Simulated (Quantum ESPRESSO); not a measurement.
# NiTe2 (Melonite): magnetism against biaxial strain

How does biaxial strain change the magnetic state of NiTe2 (Melonite)?

Program: Quantum ESPRESSO 7.5. Level of theory: PBEsol with U = 6 eV on Ni d (ortho-atomic projectors); plane waves with GBRV 1.5 PBEsol potentials, no spin-orbit coupling. Results are calculated unless marked as measured.

The database entry behind the starting cell differs from later determinations by our own check (c about 0.7 % long), so it need not match the best structure at ambient conditions.

**1. Starting point**

The structure is trigonal, space group P-3m1 (No. 164). The conventional cell has a = 3.861 Å, b = 3.861 Å, c = 5.297 Å, α = 90.00°, β = 90.00°, γ = 120.00°. Ni has 6 Te at 2.59 Å nearest. Nearest to Te lie 3 Ni at 2.59 Å. Farther neighbours and most contacts between anions are not listed.

Coordinates:

```cif
data_structure
_symmetry_space_group_name_H-M 'P-3m1'
_symmetry_Int_Tables_number 164
_cell_length_a 3.8610
_cell_length_b 3.8610
_cell_length_c 5.2970
_cell_angle_alpha 90.000
_cell_angle_beta 90.000
_cell_angle_gamma 120.000
_cell_volume 68.38
loop_
_atom_site_label
_atom_site_type_symbol
_atom_site_symmetry_multiplicity
_atom_site_Wyckoff_symbol
_atom_site_fract_x
_atom_site_fract_y
_atom_site_fract_z
_atom_site_occupancy
Ni1 Ni 1 a 0.00000 0.00000 0.00000 1
Te1 Te 2 d 0.33333 0.66667 0.25000 1
```

The cell comes from the Crystallography Open Database.

**2. Biaxial 0.94, ferro +**

Lengths in the Cartesian xy plane scale by the factor; z is kept. Atoms keep their fractional places. Seeded atoms are those given a starting moment.

pw.in

```
&CONTROL
  calculation = 'scf'
  prefix = 'pwscf'
  outdir = './tmp'
  pseudo_dir = './pseudo'
  disk_io = 'nowf'
  tprnfor = .true.
  tstress = .true.
/
&SYSTEM
  ibrav = 0
  nat = 3
  ntyp = 2
  ecutwfc = 40
  ecutrho = 280
  nbnd = 23
  occupations = 'smearing'
  smearing = 'fd'
  degauss = 0.00999582
  nspin = 2
  starting_magnetization(1) = 0.1111
  starting_magnetization(2) = 0
/
&ELECTRONS
  conv_thr = 6d-09
  electron_maxstep = 150
  mixing_beta = 0.3
/
ATOMIC_SPECIES
Ni     58.6934 ni_pbesol_v1.4.uspp.F.UPF
Te    127.6000 te_pbesol_v1.uspp.F.UPF
CELL_PARAMETERS bohr
   6.8584586131    0.0000000000    0.0000000000
  -3.4292293066    5.9395993898    0.0000000000
   0.0000000000    0.0000000000   10.0098792821
ATOMIC_POSITIONS crystal
Ni      0.0000000000    0.0000000000    0.0000000000
Te      0.3333333333    0.6666666667    0.2500000000
Te      0.6666666667    0.3333333333    0.7500000000
K_POINTS automatic
6 6 6 0 0 0
HUBBARD {ortho-atomic}
U Ni-3d 6.0000
```

Run with:

```console
$ OMP_NUM_THREADS=1 mpirun -n 2 pw.x -nk 2 -in pw.in > pw.out
```

The log of the run:

```text
Program PWSCF v.7.5 starts

     Message from routine setup:
     using ibrav=0 with symmetry is DISCOURAGED, use correct ibrav instead

     K-points division:     npool     =       2
     Subspace diagonalization in iterative solution of the eigenvalue problem:

     bravais-lattice index     =            0
     lattice parameter (alat)  =       6.8585  a.u.
     unit-cell volume          =     407.7674 (a.u.)^3
     number of atoms/cell      =            3
     number of atomic types    =            2
     number of electrons       =        30.00
     number of Kohn-Sham states=           23
     kinetic-energy cutoff     =      40.0000  Ry
     charge density cutoff     =     280.0000  Ry
     scf convergence threshold =      6.0E-09
     mixing beta               =       0.3000
     number of iterations used =            8  plain     mixing
     Exchange-correlation= SLA  PW   PSX  PSC
                           (   1   4  10   8   0   0   0)
     Hubbard projectors: ortho-atomic
     Hubbard parameters of DFT+U (Dudarev formulation) in eV:
     U(Ni-3d) =  6.0000

     Internal variables: lda_plus_u =T, lda_plus_u_kind = 0

     Internal variables: orbital_resolved =F, hub_pot_fix =F, apply_U = F

     celldm(1)=   6.858459  celldm(2)=   0.000000  celldm(3)=   0.000000
     celldm(4)=   0.000000  celldm(5)=   0.000000  celldm(6)=   0.000000

     crystal axes: (cart. coord. in units of alat)
               a(1) = (   1.000000   0.000000   0.000000 )
               a(2) = (  -0.500000   0.866025   0.000000 )
               a(3) = (   0.000000   0.000000   1.459494 )

     reciprocal axes: (cart. coord. in units 2 pi/alat)
               b(1) = (  1.000000  0.577350 -0.000000 )
               b(2) = (  0.000000  1.154701  0.000000 )
               b(3) = (  0.000000 -0.000000  0.685169 )

     PseudoPot. # 1 for Ni read from file:
     ni_pbesol_v1.4.uspp.F.UPF
     Pseudo is Ultrasoft + core correction, Zval = 18.0

     PseudoPot. # 2 for Te read from file:
     te_pbesol_v1.uspp.F.UPF
     Pseudo is Ultrasoft + core correction, Zval =  6.0

     atomic species   valence    mass     pseudopotential
     Ni               18.00    58.69340     Ni( 1.00)
     Te                6.00   127.60000     Te( 1.00)

     Starting magnetic structure
     atomic species   magnetization
     Ni              0.111
     Te              0.000

     12 Sym. Ops., with inversion, found

   Cartesian axes

     site n.     atom                  positions (alat units)
         1        Ni     tau(   1) = (   0.0000000   0.0000000   0.0000000  )
         2        Te     tau(   2) = (  -0.0000000   0.5773503   0.3648735  )
         3        Te     tau(   3) = (   0.5000000   0.2886751   1.0946205  )

     number of k points=    34  Fermi-Dirac smearing, width (Ry)=  0.0100
                       cart. coord. in units 2pi/alat
        k(    1) = (   0.0000000   0.0000000   0.0000000), wk =   0.0046296
        k(    2) = (   0.0000000   0.0000000   0.1141948), wk =   0.0092593
        k(    3) = (   0.0000000   0.0000000   0.2283897), wk =   0.0092593
        k(    4) = (   0.0000000   0.0000000  -0.3425845), wk =   0.0046296
        k(    5) = (   0.0000000   0.1924501   0.0000000), wk =   0.0277778
        [... 29 further k-points ...]

     Dense  grid:    32309 G-vectors     FFT dimensions: (  40,  40,  54)

     Smooth grid:    13943 G-vectors     FFT dimensions: (  27,  27,  45)

     Check: negative core charge=   -0.000001
     Generating pointlists ...
     new r_m :   0.2817 (alat units)  1.9322 (a.u.) for type    1
     new r_m :   0.2817 (alat units)  1.9322 (a.u.) for type    2

     Initial potential from superposition of free atoms

     starting charge      27.9996, renormalised to      30.0000

     STARTING HUBBARD OCCUPATIONS:

     =================== HUBBARD OCCUPATIONS ===================
     ------------------------ ATOM    1 ------------------------
     Tr[ns(  1)] (up, down, total) =   5.00000  3.00000  8.00000
     Atomic magnetic moment for atom   1 =   2.00000
     [... lines left out ...]
     Number of occupied Hubbard levels =    8.0000

     Atomic wfc used for Hubbard projectors are orthogonalized

     Starting wfcs are   21 randomized atomic wfcs +    2 random wfcs

     Self-consistent Calculation

     iteration #  1     ecut=    40.00 Ry     beta= 0.30
     Davidson diagonalization with overlap
     ethr =  1.00E-02,  avg # of iterations =  5.8

     =================== HUBBARD OCCUPATIONS ===================
     ------------------------ ATOM    1 ------------------------
     Tr[ns(  1)] (up, down, total) =   2.27425  0.65764  2.93189
     Atomic magnetic moment for atom   1 =   1.61661
     [... lines left out ...]
     Number of occupied Hubbard levels =    2.9319

     total energy              =    -383.85465988 Ry
     estimated scf accuracy    <      34.54437983 Ry

     total magnetization       =     1.63 Bohr mag/cell
     absolute magnetization    =     1.84 Bohr mag/cell

     iteration #  2     ecut=    40.00 Ry     beta= 0.30
     Davidson diagonalization with overlap
     ethr =  1.00E-02,  avg # of iterations =  3.0

     total energy              =    -394.76515527 Ry
     estimated scf accuracy    <      20.66811568 Ry

     total magnetization       =     0.06 Bohr mag/cell
     absolute magnetization    =     0.14 Bohr mag/cell

     [... further iterations left out ...]

     iteration # 20     ecut=    40.00 Ry     beta= 0.30
     Davidson diagonalization with overlap
     ethr =  7.63E-11,  avg # of iterations =  2.0

     total energy              =    -395.77886052 Ry
     estimated scf accuracy    <       0.00000003 Ry

     total magnetization       =    -0.00 Bohr mag/cell
     absolute magnetization    =     0.00 Bohr mag/cell

     iteration # 21     ecut=    40.00 Ry     beta= 0.30
     Davidson diagonalization with overlap
     ethr =  7.63E-11,  avg # of iterations =  1.1

     Magnetic moment per site  (integrated on atomic sphere of radius R)
     atom   1 (R=0.282)  charge= 16.9610  magn= -0.0000
     atom   2 (R=0.282)  charge=  2.5382  magn= -0.0000
     atom   3 (R=0.282)  charge=  2.5382  magn= -0.0000

     End of self-consistent calculation

     =================== HUBBARD OCCUPATIONS ===================
     ------------------------ ATOM    1 ------------------------
     Tr[ns(  1)] (up, down, total) =   4.46156  4.46158  8.92314
     Atomic magnetic moment for atom   1 =  -0.00002
     [... lines left out ...]
     Number of occupied Hubbard levels =    8.9231

     [... lines left out ...]
     the Fermi energy is    11.3109 ev

!    total energy              =    -395.77886060 Ry
     estimated scf accuracy    <          8.7E-10 Ry
     smearing contrib. (-TS)   =      -0.00622346 Ry
     internal energy E=F+TS    =    -395.77263714 Ry

     The total energy is F=E-TS. E is the sum of the following terms:
     one-electron contribution =    -341.07756173 Ry
     hartree contribution      =     186.09190161 Ry
     xc contribution           =     -64.36767496 Ry
     ewald contribution        =    -176.61577530 Ry
     Hubbard energy            =       0.19647324 Ry

     total magnetization       =    -0.00 Bohr mag/cell
     absolute magnetization    =     0.00 Bohr mag/cell

     convergence has been achieved in  21 iterations

     Forces acting on atoms (cartesian axes, Ry/au):

     atom    1 type  1   force =     0.00000000    0.00000000    0.00000000
     atom    2 type  2   force =     0.00000000    0.00000000    0.03246086
     atom    3 type  2   force =     0.00000000    0.00000000   -0.03246086

     Total force =     0.045907     Total SCF correction =     0.000011

     Computing stress (Cartesian axis) and pressure

          total   stress  (Ry/bohr**3)                   (kbar)     P=      101.37
   0.00085378   0.00000000   0.00000000          125.60        0.00        0.00
   0.00000000   0.00085378   0.00000000            0.00      125.60        0.00
   0.00000000   0.00000000   0.00035968            0.00        0.00       52.91

=------------------------------------------------------------------------------=
   JOB DONE.
=------------------------------------------------------------------------------=
```

Run time: 30 s. Hardware: 2 MPI ranks of Intel Xeon 6975P-C (Granite Rapids), shared host; peak memory 0.26 GiB.

The spin moment in the atom's sphere vanishes on all atoms.

Numbers from this step:

| Property | Result |
| --- | --- |
| smearing term TS | 0.08467 eV |
| pressure | 10.14 GPa |
| magnetization | 0 μB |
| absolute magnetization | 0 μB |
| final state | non-magnetic |

**3. Biaxial 0.94, antiferro q=(0,0,1/2) +-**

The wavevector q is in fractions of the reciprocal vectors of the crystal's primitive cell, as the cells of these inputs are built from it; moments change sign between cells as cos(2π q·R).

pw.in

```
&CONTROL
  calculation = 'scf'
  prefix = 'pwscf'
  outdir = './tmp'
  pseudo_dir = './pseudo'
  disk_io = 'nowf'
  tprnfor = .true.
  tstress = .true.
/
&SYSTEM
  ibrav = 0
  nat = 6
  ntyp = 3
  ecutwfc = 40
  ecutrho = 280
  nbnd = 40
  occupations = 'smearing'
  smearing = 'fd'
  degauss = 0.00999582
  nspin = 2
  starting_magnetization(1) = 0.1111
  starting_magnetization(2) = -0.1111
  starting_magnetization(3) = 0
/
&ELECTRONS
  conv_thr = 1.2d-08
  electron_maxstep = 150
  mixing_beta = 0.3
/
ATOMIC_SPECIES
Ni1    58.6934 ni_pbesol_v1.4.uspp.F.UPF
Ni2    58.6934 ni_pbesol_v1.4.uspp.F.UPF
Te    127.6000 te_pbesol_v1.uspp.F.UPF
CELL_PARAMETERS bohr
   6.8584586131    0.0000000000    0.0000000000
  -3.4292293066    5.9395993898    0.0000000000
   0.0000000000    0.0000000000   20.0197585643
ATOMIC_POSITIONS crystal
Ni1     0.0000000000    0.0000000000    0.0000000000
Ni2     0.0000000000    0.0000000000    0.5000000000
Te      0.3333333333    0.6666666667    0.1250000000
Te      0.3333333333    0.6666666667    0.6250000000
Te      0.6666666667    0.3333333333    0.3750000000
Te      0.6666666667    0.3333333333    0.8750000000
K_POINTS automatic
6 6 3 0 0 0
HUBBARD {ortho-atomic}
U Ni1-3d 6.0000
U Ni2-3d 6.0000
```

The log of the run:

```text
     [... lines left out ...]
Program PWSCF v.7.5 starts
     [... lines left out ...]
     number of atoms/cell      =            6
     [... lines left out ...]
     number of electrons       =        60.00
     number of Kohn-Sham states=           40
     kinetic-energy cutoff     =      40.0000  Ry
     charge density cutoff     =     280.0000  Ry
     scf convergence threshold =      1.2E-08
     [... lines left out ...]
     12 Sym. Ops., with inversion, found
     [... lines left out ...]
     number of k points=    17  Fermi-Dirac smearing, width (Ry)=  0.0100
     [... lines left out ...]
     iteration # 24     ecut=    40.00 Ry     beta= 0.30
     [... lines left out ...]
     Magnetic moment per site  (integrated on atomic sphere of radius R)
     atom   1 (R=0.282)  charge= 16.9610  magn= -0.0000
     atom   2 (R=0.282)  charge= 16.9610  magn= -0.0001
     atom   3 (R=0.282)  charge=  2.5382  magn= -0.0000
     atom   4 (R=0.282)  charge=  2.5382  magn=  0.0000
     atom   5 (R=0.282)  charge=  2.5382  magn=  0.0000
     atom   6 (R=0.282)  charge=  2.5382  magn= -0.0000
     [... lines left out ...]
     Tr[ns(  1)] (up, down, total) =   4.46156  4.46157  8.92312
     [... lines left out ...]
     Tr[ns(  2)] (up, down, total) =   4.46151  4.46162  8.92313
     [... lines left out ...]
     the Fermi energy is    11.3109 ev
!    total energy              =    -791.55772120 Ry
     estimated scf accuracy    <          7.1E-10 Ry
     smearing contrib. (-TS)   =      -0.01244694 Ry
     [... lines left out ...]
     total magnetization       =    -0.00 Bohr mag/cell
     absolute magnetization    =     0.00 Bohr mag/cell
     convergence has been achieved in  24 iterations
     [... lines left out ...]
     Total force =     0.064924     Total SCF correction =     0.000016
     [... lines left out ...]
          total   stress  (Ry/bohr**3)                   (kbar)     P=      101.34
     [... lines left out ...]
```

It took 76 s on 2 MPI ranks; peak memory 0.49 GiB.

Spin moment in the atom's sphere by atom:

```
atom  spin moment in the atom's sphere (μB)
 Ni1                                 0.0000
 Ni2                                -0.0001
 Te3                                 0.0000
 Te4                                 0.0000
 Te5                                 0.0000
 Te6                                 0.0000
```

Numbers from this step:

```
smearing term TS       : 0.1693 eV
pressure               : 10.13 GPa
magnetization          : 0 μB
absolute magnetization : 0 μB
final state            : non-magnetic
```

**4. Biaxial 0.94, no spin polarisation**

pw.in

```
&CONTROL
  calculation = 'scf'
  prefix = 'pwscf'
  outdir = './tmp'
  pseudo_dir = './pseudo'
  disk_io = 'nowf'
  tprnfor = .true.
  tstress = .true.
/
&SYSTEM
  ibrav = 0
  nat = 3
  ntyp = 2
  ecutwfc = 40
  ecutrho = 280
  nbnd = 22
  occupations = 'smearing'
  smearing = 'fd'
  degauss = 0.00999582
/
&ELECTRONS
  conv_thr = 6d-09
  electron_maxstep = 150
  mixing_beta = 0.3
/
ATOMIC_SPECIES
Ni     58.6934 ni_pbesol_v1.4.uspp.F.UPF
Te    127.6000 te_pbesol_v1.uspp.F.UPF
CELL_PARAMETERS bohr
   6.8584586131    0.0000000000    0.0000000000
  -3.4292293066    5.9395993898    0.0000000000
   0.0000000000    0.0000000000   10.0098792821
ATOMIC_POSITIONS crystal
Ni      0.0000000000    0.0000000000    0.0000000000
Te      0.3333333333    0.6666666667    0.2500000000
Te      0.6666666667    0.3333333333    0.7500000000
K_POINTS automatic
6 6 6 0 0 0
HUBBARD {ortho-atomic}
U Ni-3d 6.0000
```

The log of the run:

```text
     [... lines left out ...]
Program PWSCF v.7.5 starts
     [... lines left out ...]
     number of atoms/cell      =            3
     [... lines left out ...]
     number of electrons       =        30.00
     number of Kohn-Sham states=           22
     kinetic-energy cutoff     =      40.0000  Ry
     charge density cutoff     =     280.0000  Ry
     scf convergence threshold =      6.0E-09
     [... lines left out ...]
     12 Sym. Ops., with inversion, found
     [... lines left out ...]
     number of k points=    34  Fermi-Dirac smearing, width (Ry)=  0.0100
     [... lines left out ...]
     iteration # 16     ecut=    40.00 Ry     beta= 0.30
     [... lines left out ...]
     Tr[ns(  1)] =   8.92310
     [... lines left out ...]
     the Fermi energy is    11.3109 ev
!    total energy              =    -395.77886312 Ry
     estimated scf accuracy    <          2.5E-09 Ry
     smearing contrib. (-TS)   =      -0.00622347 Ry
     [... lines left out ...]
     convergence has been achieved in  16 iterations
     [... lines left out ...]
     Total force =     0.045902     Total SCF correction =     0.000012
     [... lines left out ...]
          total   stress  (Ry/bohr**3)                   (kbar)     P=      100.84
     [... lines left out ...]
```

The job ended after 13 s (2 MPI ranks; peak memory 0.3 GiB).

Read from the output:

```yaml
smearing_term_ts: 0.08467 eV
pressure: 10.08 GPa
final_state: non-magnetic (no spin polarisation)
```

**5. Biaxial 1.06, ferro +**

pw.in, as its differences from that of step 4:

```diff
@@ -15,3 +15,3 @@
   ecutrho = 280
-  nbnd = 22
+  nbnd = 23
   occupations = 'smearing'
@@ -19,2 +19,5 @@
   degauss = 0.00999582
+  nspin = 2
+  starting_magnetization(1) = 0.1111
+  starting_magnetization(2) = 0
 /
@@ -29,4 +32,4 @@
 CELL_PARAMETERS bohr
-   6.8584586131    0.0000000000    0.0000000000
-  -3.4292293066    5.9395993898    0.0000000000
+   7.7340065212    0.0000000000    0.0000000000
+  -3.8670032606    6.6978461204    0.0000000000
    0.0000000000    0.0000000000   10.0098792821
```

The log of the run:

```text
     [... lines left out ...]
Program PWSCF v.7.5 starts
     [... lines left out ...]
     number of atoms/cell      =            3
     [... lines left out ...]
     number of electrons       =        30.00
     number of Kohn-Sham states=           23
     kinetic-energy cutoff     =      40.0000  Ry
     charge density cutoff     =     280.0000  Ry
     scf convergence threshold =      6.0E-09
     [... lines left out ...]
     12 Sym. Ops., with inversion, found
     [... lines left out ...]
     number of k points=    34  Fermi-Dirac smearing, width (Ry)=  0.0100
     [... lines left out ...]
     iteration # 23     ecut=    40.00 Ry     beta= 0.30
     [... lines left out ...]
     Magnetic moment per site  (integrated on atomic sphere of radius R)
     atom   1 (R=0.273)  charge= 17.0230  magn=  0.8925
     atom   2 (R=0.273)  charge=  3.0690  magn= -0.0981
     atom   3 (R=0.273)  charge=  3.0690  magn= -0.0981
     [... lines left out ...]
     Tr[ns(  1)] (up, down, total) =   4.80970  3.91029  8.71999
     [... lines left out ...]
     the Fermi energy is     7.5144 ev
!    total energy              =    -395.77767494 Ry
     estimated scf accuracy    <          2.5E-09 Ry
     smearing contrib. (-TS)   =      -0.00719992 Ry
     [... lines left out ...]
     total magnetization       =     0.53 Bohr mag/cell
     absolute magnetization    =     1.30 Bohr mag/cell
     convergence has been achieved in  23 iterations
     [... lines left out ...]
     Total force =     0.011020     Total SCF correction =     0.000028
     [... lines left out ...]
          total   stress  (Ry/bohr**3)                   (kbar)     P=      -78.69
     [... lines left out ...]
```

Wall time 38 s (2 MPI ranks); peak memory 0.39 GiB; 75 s of CPU time.

Numbers from this step:

| Property | Result |
| --- | --- |
| smearing term TS | 0.09796 eV |
| pressure | -7.869 GPa |
| magnetization | 0.534 μB |
| absolute magnetization | 1.299 μB |
| final state | ferromagnetic |
| largest moment | 0.8925 μB |

[end of part 1 of 2]

[Logs and program files are shortened in this print: banners, set-up blocks, solver, clock and traceback lines can be left out without a mark of their own.]

[Logs are printed without paths, hosts, clocks, repeated set-up lines and the standing remarks that a program may print on its own settings, such as how far it seeks lower states.]

[Hosts, paths, dates, database ids (printed as entryN), source tags and the programs' standing remarks are cut or masked in the printed files.]

[Where a cell is said to come from a database of computed structures, the database is the Materials Project.]
